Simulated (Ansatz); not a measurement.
# Core levels in a random alloy: Al22Cd5 (Cd on 19 % of the Al sites, one arrangement), part 3 of 3

Aim: core-level shifts of both metals in Al22Cd5 (Cd on 19 % of the Al sites, one arrangement), site by site. Spin–orbit coupling is left out of the bands throughout.

Ansatz 0.2.0; DFT, PBE, plane-wave PAW, default files, scalar-relativistic.

So far. Step 3 (Valence states): The largest force component on a free atom is 0.005 eV/Å, so the atoms are at rest for these settings too. At the Fermi level the DOS is 10.17 states/eV a cell, and on the broadened curves Al 3p holds 54 % of the total there.

### 4. Core levels by total-energy differences

XPS shifts tell sites apart. Each chosen atom gets a core hole in a self-consistent pass of its own.

input.yaml

```yaml
crystal:
  lattice:
    - [-0.0403475937, 6.2425092215, 6.1713303193]
    - [6.2502502852, -0.0244238546, 6.1554065801]
    - [6.2435539154, 6.2198891126, -0.0177274848]
  atoms:
    - { symbol: Cd_h, position: [0.004050444, -0.0038919064, 0.0005657719] }
    - { symbol: Al, position: [0.0127823002, -0.0079217482, 0.3362625251] }
    - { symbol: Al, position: [0.0154939601, -0.0042871863, 0.6554315974] }
    - { symbol: Al, position: [0.0097322573, 0.3366784145, -0.0037296219] }
    - { symbol: Al, position: [0.0046450852, 0.333190857, 0.3329647322] }
    - { symbol: Al, position: [0.0044294858, 0.3382042635, 0.6557607796] }
    - { symbol: Al, position: [0.0068960841, 0.6572073584, -0.0006084543] }
    - { symbol: Al, position: [9.95339e-05, 0.6611910795, 0.3386343204] }
    - { symbol: Al, position: [0.0078259975, 0.6615328734, 0.6648689847] }
    - { symbol: Al, position: [0.3266143496, 0.0031098297, 0.0058091631] }
    - { symbol: Al, position: [0.3304659018, -0.0004974074, 0.3375199616] }
    - { symbol: Al, position: [0.3312648758, 0.0008225338, 0.6616075207] }
    - { symbol: Al, position: [0.3230400479, 0.340397665, 0.0014865007] }
    - { symbol: Al, position: [0.320303566, 0.3365584696, 0.3379507616] }
    - { symbol: Al_h, position: [0.3215705424, 0.3425704032, 0.6687420894] }
    - { symbol: Al, position: [0.3314567835, 0.6670100288, 0.0007711726] }
    - { symbol: Al, position: [0.3279825066, 0.6698182719, 0.3368527131] }
    - { symbol: Al_h, position: [0.3331022153, 0.6673907724, 0.6651231728] }
    - { symbol: Cd_h, position: [0.6644754197, -0.0011539265, 0.0009619482] }
    - { symbol: Al_h, position: [0.6601806175, -0.0133509765, 0.3452884395] }
    - { symbol: Cd, position: [0.6671453811, -0.0010525787, 0.6663795766] }
    - { symbol: Cd, position: [0.6642470866, 0.3368517005, -0.0018261685] }
    - { symbol: Cd_h, position: [0.6647594383, 0.3346943433, 0.3342072576] }
    - { symbol: Al, position: [0.66504214, 0.3476944733, 0.6588393877] }
    - { symbol: Al, position: [0.6689265075, 0.66557945, -0.0003372346] }
    - { symbol: Al, position: [0.6655138531, 0.6660995419, 0.3375196525] }
    - { symbol: Al, position: [0.6679536191, 0.6655534003, 0.6629534505] }
kpoints:
  mp_grid: { grid: [4, 4, 4] }
scf:
  occupations: { method: fermi_dirac, width: 0.08 }
  n_extra_bands: 27
hamiltonian:
  xc: pbe
  pseudopotentials: { kind: paw }
output:
  forces: true
  core_levels:
    shells: { Al_h: "2p", Cd_h: "3d" }
    counted_from: fermi_level
    add_spin: false
```

The run is started by

```sh
> ansatz run input.yaml --threads 4 --pin off --max-ram 14336MiB --backend cpu --events-out ev --progress --plain --runs-dir out
```

Numbers of over 12 decimals in the logs are rounded to 6 here.

Log:

```text
[...]
Crystal: 27 atoms, lattice volume = 483.003 Å³
Basis set: ecut = 420 eV, 9449 PW (Γ), exchange–correlation on 120×120×120 points (8 copies of the dense FFT grid, shifted against one another)
Bands: 110, of which v1, the nominal top of the filled ones, is band 83 counted from 1 (82 counted from 0)
Symmetry: 1 space group operations
[...]
k-points: 36 of 64 (time reversal used)
[...]
SCF iter   1: F=—  HF=-53095.025820 eV  |F-HF|=—  |Δ(HF+E_count)|=         —  Δρ=1.50e-3  dr2=7.45e-2  ethr=1.77e-3  ⟨swp⟩=7.4  Hψ=17033  notcnv=0  defer=137
[...]
SCF iter   8: F=-53095.031128 eV  HF=-53095.031128 eV  |F-HF|=2.57e-8  |Δ(HF+E_count)|=   4.17e-8  Δρ=1.06e-6  dr2=3.01e-8  ethr=6.02e-11  ⟨swp⟩=11.6  Hψ=16535  notcnv=0
SCF 1 converged in 8 iterations: F = -53095.031128 eV  dr2 = 3.01e-8
[...]
── core hole 1/6: 3d of Cd_h 0 ──
── 3d of Cd_h 0: 404.461 eV over the cell without the hole, in 9 iterations ──
── core hole 2/6: 2p of Al_h 14 ──
── 2p of Al_h 14: 72.974 eV over the cell without the hole, in 9 iterations ──
── core hole 3/6: 2p of Al_h 17 ──
── 2p of Al_h 17: 72.929 eV over the cell without the hole, in 9 iterations ──
── core hole 4/6: 3d of Cd_h 18 ──
── 3d of Cd_h 18: 404.515 eV over the cell without the hole, in 9 iterations ──
── core hole 5/6: 2p of Al_h 19 ──
── 2p of Al_h 19: 73.060 eV over the cell without the hole, in 9 iterations ──
── core hole 6/6: 3d of Cd_h 22 ──
── 3d of Cd_h 22: 404.475 eV over the cell without the hole, in 9 iterations ──
SCF converged after 8 iterations
Free energy (F): -53095.031128 eV
[...]
Internal energy: -53094.808976 eV  (E = F + TS)
E sigma→0 (E₀):  -53094.920052 eV
Entropy (-TS):   -0.222152 eV (-8.228 meV/atom)
Fermi energy:    9.234392 eV
[...]
--- Forces (eV/Å), atoms counted from 1 ---
  atom   1  Cd_h     0.00110811     0.00195955    -0.00317244
  atom   2  Al      -0.00179377    -0.00160113    -0.00149088
  atom   3  Al       0.00018256    -0.00024328     0.00105308
  atom   4  Al       0.00259695    -0.00020586     0.00038957
  atom   5  Al       0.00181564    -0.00065251    -0.00039207
  atom   6  Al      -0.00124244    -0.00407546     0.00084081
  atom   7  Al       0.00192970    -0.00056498    -0.00133404
  atom   8  Al       0.00084090    -0.00198116     0.00286857
  atom   9  Al       0.00007244    -0.00028789    -0.00009297
  atom  10  Al      -0.00208484     0.00319392     0.00242715
  atom  11  Al       0.00087638     0.00043373    -0.00055727
  atom  12  Al      -0.00171550     0.00096565     0.00020979
  atom  13  Al      -0.00170239    -0.00112368     0.00184505
  atom  14  Al       0.00049746     0.00066020     0.00083394
  atom  15  Al_h    -0.00065309     0.00163318    -0.00005574
  atom  16  Al      -0.00098674     0.00110575     0.00205613
  atom  17  Al      -0.00036399    -0.00222064     0.00081573
  atom  18  Al_h    -0.00013738     0.00324633    -0.00329177
  atom  19  Cd_h    -0.00491330    -0.00378284    -0.00518923
  atom  20  Al_h    -0.00194750     0.00166839     0.00064205
  atom  21  Cd       0.00134574     0.00297763    -0.00150387
  atom  22  Cd       0.00305072    -0.00144345     0.00231992
  atom  23  Cd_h    -0.00056030    -0.00073524     0.00070954
  atom  24  Al       0.00410997     0.00034704    -0.00143369
  atom  25  Al       0.00076306     0.00006876     0.00105449
  atom  26  Al      -0.00380782    -0.00001740     0.00068746
  atom  27  Al       0.00272076     0.00066940    -0.00023879
  max |Σ_I F_I| component: 5.98e-6 eV/Å
--- Band table (eV; the first three rows and the last of 36) ---
  k-point 0: bands = [... 79 lower, 8.7886, 8.8692, 8.9625, 8.9748, 9.0268, 9.3511, 9.4342, 9.6119, ... 23 higher]
  k-point 1: bands = [... 79 lower, 8.3140, 8.4819, 8.5685, 8.8997, 8.9672, 9.1283, 9.4521, 9.4893, ... 23 higher]
  k-point 2: bands = [... 79 lower, 8.8837, 8.9187, 9.0650, 9.1519, 9.2169, 9.3886, 10.5016, 10.6242, ... 23 higher]
  k-point 35: bands = [... 79 lower, 8.9183, 8.9261, 9.0333, 9.1852, 9.2347, 9.3638, 10.5156, 10.6032, ... 23 higher]
--- Core levels from the Fermi level (as output.core_levels.counted_from types it; a hole's nearest image at 8.8 Å) ---
  the holes have no spin, as output.core_levels.add_spin types it
  atom         alike  shell      binding/eV   shift/eV difference/eV images/eV   SCF
  Cd_h 0           1     3d         404.461     +0.000       404.461         –     9
  Al_h 14          1     2p          72.974     +0.000        72.974         –     9
  Al_h 17          1     2p          72.929     -0.046        72.929         –     9
  Cd_h 18          1     3d         404.515     +0.053       404.515         –     9
  Al_h 19          1     2p          73.060     +0.085        73.060         –     9
  Cd_h 22          1     3d         404.475     +0.013       404.475         –     9
  the dataset of Cd_h with a 3d hole: scattering error 0.004 eV; free atom: scalar-relativistic, large and small components
  the two lines of Cd_h's 3d: 3d3/2 +4.046 eV and 3d5/2 -2.697 eV off its levels, 2 : 3 in strength
  the dataset of Al_h with a 2p hole: scattering error 0.001 eV (0.004 eV in the local channel); free atom: scalar-relativistic, large and small components
  the two lines of Al_h's 2p: 2p1/2 +0.276 eV and 2p3/2 -0.138 eV off its levels, 1 : 2 in strength
```

Elapsed: 9.2 min, on 4 threads of Arm Neoverse V1, shared host; peak memory 2.3 GiB; 37 min of CPU time.

Levels are total-energy differences with one electron taken from the core. The electron goes to the Fermi level, so the difference is a binding energy from E_F. The hole's nearest image is 8.8 Å away, and the holes carry no spin, so absolute levels are rough.

| atom | region | shell | level (eV) | shift (eV) | j lines (eV) | doubts |
| --- | --- | --- | --- | --- | --- | --- |
| Cd1 | - | 3d | 404.46 | -0.01 | 408.51 / 401.76 | - |
| Al15 | - | 2p | 72.97 | -0.09 | 73.25 / 72.84 | - |
| Al18 | - | 2p | 72.93 | -0.13 | 73.21 / 72.79 | - |
| Cd19 | - | 3d | 404.51 | +0.04 | 408.56 / 401.82 | - |
| Al20 | - | 2p | 73.06 | +0.00 | 73.34 / 72.92 | - |
| Cd23 | - | 3d | 404.47 | +0.00 | 408.52 / 401.78 | - |

Levels of p, d and f shells are means over their two j lines, weighted by degeneracy; the splitting comes from the atom's own solve. Shifts count from the last listed atom of each element.

The intensity has structure finer than the step of the table below, so its rows give means over 0.25 eV, whole bins alone (the curve runs from 400 to 410 eV). Peaks (eV: height): 401.781: 100, 408.544: 66.3.

The Cd 3d lines of the listed atoms alone (other atoms of the cell aren't counted), as Gaussians 0.3 eV wide, no depth weighting. The intensity by Cd 3d level; means over each step:

Cd 3d level (eV), intensity (%) and a bar:
```
   401.00          0 
   401.25          0 
   401.50         14 #####
   401.75         83 ##############################
   402.00         32 ############
   402.25          1 
   402.50          0 
   402.75          0 
   403.00          0 
   403.25          0 
   403.50          0 
   403.75          0 
   404.00          0 
   404.25          0 
   404.50          0 
   404.75          0 
   405.00          0 
   405.25          0 
   405.50          0 
   405.75          0 
   406.00          0 
   406.25          0 
   406.50          0 
   406.75          0 
   407.00          0 
   407.25          0 
   407.50          0 
   407.75          0 
   408.00          0 
   408.25         10 ####
   408.50         56 ####################
   408.75         20 #######
   409.00          0 
   409.25          0
```

The Al 2p lines of the listed atoms alone (other atoms of the cell aren't counted), as Gaussians 0.5 eV wide, no depth weighting. The intensity by Al 2p level; read off at these points:

| Al 2p level (eV) | intensity (%) |
| --- | --- |
| 71.9 | 0.00693 |
| 72.0 | 0.0467 |
| 72.1 | 0.254 |
| 72.2 | 1.11 |
| 72.3 | 3.90 |
| 72.4 | 11.1 |
| 72.5 | 25.7 |
| 72.6 | 48.2 |
| 72.7 | 73.9 |
| 72.8 | 93.5 |
| 72.9 | 99.9 |
| 73.0 | 93.8 |
| 73.1 | 81.8 |
| 73.2 | 69.0 |
| 73.3 | 55.9 |
| 73.4 | 41.4 |
| 73.5 | 26.6 |
| 73.6 | 14.3 |
| 73.7 | 6.37 |
| 73.8 | 2.31 |
| 73.9 | 0.683 |
| 74.0 | 0.164 |
| 74.1 | 0.0319 |
| 74.2 | 0.00499 |

### 5. Outcome

```yaml
spread_of_the_cd_level_over_the_listed_sites: 0.05 eV
spread_of_the_al_level_over_the_listed_sites: 0.13 eV
strongest_listed_peak_within_13_ev_of_the_zero_at_1486p7_ev: 9.2 eV binding, mostly Cd 4d
strongest_listed_peak_within_13_ev_of_the_zero_at_21p2_ev: 9.2 eV binding, mostly Cd 4d
cd_4d_centre_of_the_filled_part: -9.07 eV (9.9 states an atom)
```

**Reading.** Over the listed sites the core levels spread as follows: Cd 0.05 eV and Al 0.13 eV. At 21.2 eV the valence spectrum has its highest listed peak within 10.8 eV at 9.2 eV (Cd 4d). At 1486.7 eV the valence spectrum has its highest listed peak within 11.9 eV at 9.2 eV (Cd 4d). The shell named is the one with most of the intensity, cross sections included, not always the one with most states there. Semilocal functionals put filled localised shells such as Cd 4d too near the top of the filled states. Spin–orbit coupling is left out, which matters for the heavy atoms here. Shifts mix charge transfer, volume and screening, so their sign doesn't give the direction of charge flow by itself.

[Logs are printed without paths, hosts, clocks, repeated set-up lines and the standing remarks that a program may print on its own settings, such as how far it seeks lower states.]

[Hosts, paths, dates, database ids (printed as entryN), source tags and the programs' standing remarks are cut or masked in the printed files.]

[Maps of the electrostatic potential energy from Ansatz leave out the sawtooth potential of an applied field or a dipole correction, so their vacuum need not be flat; work functions include it.]
